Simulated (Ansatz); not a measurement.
# LiTaS3 (model cell, started as cubic perovskite with Ta in the octahedra): following an unstable mode, part 3 of 3

Wanted: the energy along a soft mode of LiTaS3 (model cell, started as cubic perovskite with Ta in the octahedra) and the structure at the end.

Ansatz 0.2.0; DFT PBEsol, scalar-relativistic, plane waves, PAW; PAW set soft_1.

So far. Step 5 (Energy along the mode, all amplitudes (two of the runs …): The lowest of the steps tried is the last one, at 0.6 Å, 25.6 meV/atom below the parent; the bottom of the well need not coincide with a step. Step 7 (The new phase in its own primitive cell): The largest force component left is 0.56 meV/Å and the pressure is 0.000 GPa, within the tolerances set. The cell now holds 22.14 Å³/atom. The relaxed cell has a, b, c = 4.677, 6.777, 6.986 Å (conventional setting).

The structure was built from a prototype and need not be the compound's stable phase.

## (8) Modes of the new phase

A relaxed structure may still be a saddle point, so its zone-centre modes are computed. No field response is asked, since the mesh shows no gap.

input.yaml

```yaml
crystal:
  lattice:
    - [4.6770432069, 0.0, 0.0]
    - [0.0, 3.3886521319, 3.4929354083]
    - [0.0, -3.3886521319, 3.4929354083]
  atoms:
    - { symbol: Li, position: [0.0, 0.15830711, 0.15830711] }
    - { symbol: Ta, position: [0.5, 0.4432237814, 0.4432237814] }
    - { symbol: S, position: [0.5, 0.4743892243, 0.9777371383] }
    - { symbol: S, position: [0.5, 0.9777371383, 0.4743892243] }
    - { symbol: S, position: [0.0, 0.5186245562, 0.5186245562] }
kpoints:
  mp_grid: { grid: [8, 8, 8] }
hamiltonian:
  xc: pbesol
  pseudopotentials: { kind: paw, azcp: { folder: soft_1 }, xc_functional: pbe }
scf:
  occupations: { method: methfessel_paxton, width: 0.2 }
output:
  eigenvalues: true
phonons:
  method: dfpt
```

The run is started by

```bash
> ansatz run input.yaml --threads 8 --pin off --max-ram 16384MiB --backend cpu --events-out ev --progress --plain --runs-dir out
```

Numbers of over 12 decimals in the logs are rounded to 6 here.

The log of the run:

```text
zone centre: on kpoints.mp_grid the ground state, and the responses unless they are solved on pairs of k-points, stand on 170 of the mesh's 512 k-points, reduced under 2 symmetry operations, with k and −k counted as one. Each operation leaves every solved displacement unchanged or reverses it
[...]
Crystal: 5 atoms, lattice volume = 110.718 Å³
Basis set: ecut = 420 eV, 2147 PW (Γ), exchange–correlation on 64×72×72 points (8 copies of the dense FFT grid, shifted against one another)
Bands: 22, of which v1, the nominal top of the filled ones, is band 17 counted from 1 (16 counted from 0)
Symmetry: 4 space group operations
k-points: 170 of 512 (irreducible under 2 space group operations, time reversal used)
[...]
SCF iter   1: F=—  HF=-12670.127105 eV  |F-HF|=—  |Δ(HF+E_count)|=         —  Δρ=3.83e-2  dr2=3.66e0  ethr=3.10e-3  ⟨swp⟩=6.2  Hψ=19911  notcnv=0
[...]
SCF iter  14: F=-12669.194271 eV  HF=-12669.194271 eV  |F-HF|=7.28e-12  |Δ(HF+E_count)|=  1.27e-11  S|Δr|=    0.00e0  Δρ=2.90e-8  dr2=1.28e-12  ethr=1.00e-12  ⟨swp⟩=10.5  Hψ=19661  notcnv=0
SCF 1 converged in 14 iterations: F = -12669.194271 eV  dr2 = 1.28e-12
[...]
DFPT response loops at Γ: preconditioner auto → Kerker (q_TF=auto, 2.241 Å⁻¹) (partly filled bands, converged f_vac=0.096); β = 1.00, the filter's whole step (`scf.mixing.beta` (0.50) is not read by the response loops under this deck's `scf.mixing.preconditioner`; to damp them name `kerker` or `kerker_dos`, under which they read `scf.mixing.beta`, and type it under 1.00, their step now; both keys bind the ground state too); Broyden in place of MSR1
SCF converged after 14 iterations
[...]
Free energy (F): -12669.194271 eV
[...]
Internal energy: -12669.197585 eV  (E = F + TS)
E sigma→0 (E₀):  -12669.195099 eV
Entropy (-TS):   0.003314 eV (0.663 meV/atom)
Fermi energy:    5.748764 eV
[...]
--- Band table (eV; the first three rows and the last of 170) ---
  k-point 0: bands = [... 13 lower, 3.9829, 4.2679, 4.4795, 4.8116, 5.4974, 6.0501, 7.0721, 7.9004, ... 1 higher]
  k-point 1: bands = [... 13 lower, 3.9197, 4.0252, 4.4122, 4.6940, 5.7266, 6.2462, 7.1687, 8.0267, ... 1 higher]
  k-point 2: bands = [... 13 lower, 3.5558, 3.8727, 4.1035, 4.6520, 6.0935, 6.9116, 7.5004, 8.0972, ... 1 higher]
  k-point 169: bands = [... 13 lower, 1.1613, 5.4670, 5.6954, 5.8311, 7.7144, 8.3159, 8.3638, 9.1267, ... 1 higher]
--- Phonons (Γ-DFPT): 12 representative perturbations + reference, on 170 of 512 k-points (Σ response iterations 36) ---
  k mesh reduced under 2 symmetry operations, with k and −k counted as one. Each operation leaves every solved displacement unchanged or reverses it
  ASR residual: 1.651e-5 → 0.000e0 eV/Å²; symmetrization residual: 2.016e-6 eV/Å²
  ASR residual per site (eV/Å²): 1.99e-6 1.65e-5 9.60e-6 9.60e-6 7.14e-6
[...]
non-analytic LO–TO correction: not included (Born effective charges unavailable; polar crystals: no LO–TO splitting at Γ)
```

Wall time 58 s (8 threads of Arm Neoverse V2, shared host); peak memory 1.6 GiB.

Numbers from this step:

| Property | Result |
| --- | --- |
| sum-rule residual before enforcement | 1.65e-5 eV/Å² |
| point group | mm2 |
| highest optical mode at the zone centre (no LO-TO term) | 396.9 cm⁻¹ |
| lowest optical zone-centre mode | -114.4 cm⁻¹ |

Patterns of degenerate modes are one choice out of their space. Modes at Γ, with each element's share of the kinetic energy (negative means imaginary):

```tsv
mode	frequency (cm⁻¹)	symmetry	Li %	Ta %	S %
1	-114.4	B2	95	4	1
2	0.0	acoustic	2	64	34
3	0.0	acoustic	2	64	34
4	0.0	acoustic	2	64	34
5	59.7	B2	1	1	99
6	74.5	B1	9	25	66
7	101.0	A2	0	0	100
8	115.1	B2	1	26	73
9	124.1	A1	0	13	86
10	131.4	A1	5	18	77
11	159.1	B1	89	9	3
12	277.1	A1	92	0	8
13	347.3	B1	0	2	98
14	365.5	B2	0	6	93
15	396.9	A1	0	5	95
```

Displacements in mode 1 (-114.4 cm⁻¹), the largest set to 1:
```
Li1  0.00  1.00  0.00
Ta2  0.00 -0.04  0.00
S3   0.00  0.02  0.02
S4   0.00  0.02 -0.02
S5   0.00 -0.03  0.00
```

Displacements in mode 13 (347.3 cm⁻¹), the largest set to 1:
```
Li1 -0.07  0.00  0.00
Ta2 -0.07  0.00  0.00
S3  -0.30  0.00  0.00
S4  -0.30  0.00  0.00
S5   1.00  0.00  0.00
```

Before it was imposed, the acoustic sum rule was missed by 1.7e-5 eV/Å². Small misses are needed for a sound result but don't prove that mesh and cutoff are converged. The lowest optical mode is imaginary, 114.4i cm⁻¹, so the energy falls along it.

## (9) Summary of results

- unstable mode of the parent: q = (0, 0, 0), 177i cm⁻¹
- depth at the lowest point sampled: 25.6 meV/atom
- largest atomic shift at that point: 0.6 Å
- space group reached (within 0.01 Å): Amm2
- energy gained over the parent (first relaxation, on the mesh of the frozen mode): 56.5 meV/atom
- volume per atom, phase reached: 22.1 Å³
- lowest optical zone-centre mode, phase reached: -114 cm⁻¹
- highest optical mode at the zone centre (no LO-TO term), phase reached: 397 cm⁻¹

Along this mode the structure falls into Amm2, 56.5 meV/atom below the parent. At the parent's cell the well is 25.64 meV/atom deep on the steps tried, with its lowest point at a shift of 0.6 Å. That is the last step tried, so the steps alone don't bracket the bottom of the well. Relaxing atoms and cell changes the gain by +30.82 meV/atom against the lowest step (energies at zero smearing). The new phase still has an imaginary mode at the zone centre of its cell, so it is a saddle point on the way to a lower structure. Of the 6 patterns followed to their end from this parent, this one ends 21.0 meV/atom above the lowest, P4mm. Each path keeps the symmetry of its pattern, so a lower phase may lie along a pattern not tried. With no gap, or one that is small against the smearing, the frequencies hang on the k mesh and the smearing, most of all near Kohn anomalies. A semilocal functional can close a gap that the real compound would have, so the metallic treatment may be an artefact of the level. Spin-orbit coupling is left out, which can matter for the heavy elements here. The PAW files were made for PBE and serve the other functionals too. A phonon run warned that its eigensolver left some bands unconverged in a pass. The starting cell was built on a prototype and not taken from a measurement, so the phase need not exist.

[Logs are printed without paths, hosts, clocks, repeated set-up lines and the standing remarks that a program may print on its own settings, such as how far it seeks lower states.]

[Hosts, paths, dates, database ids (printed as entryN), source tags and the programs' standing remarks are cut or masked in the printed files.]
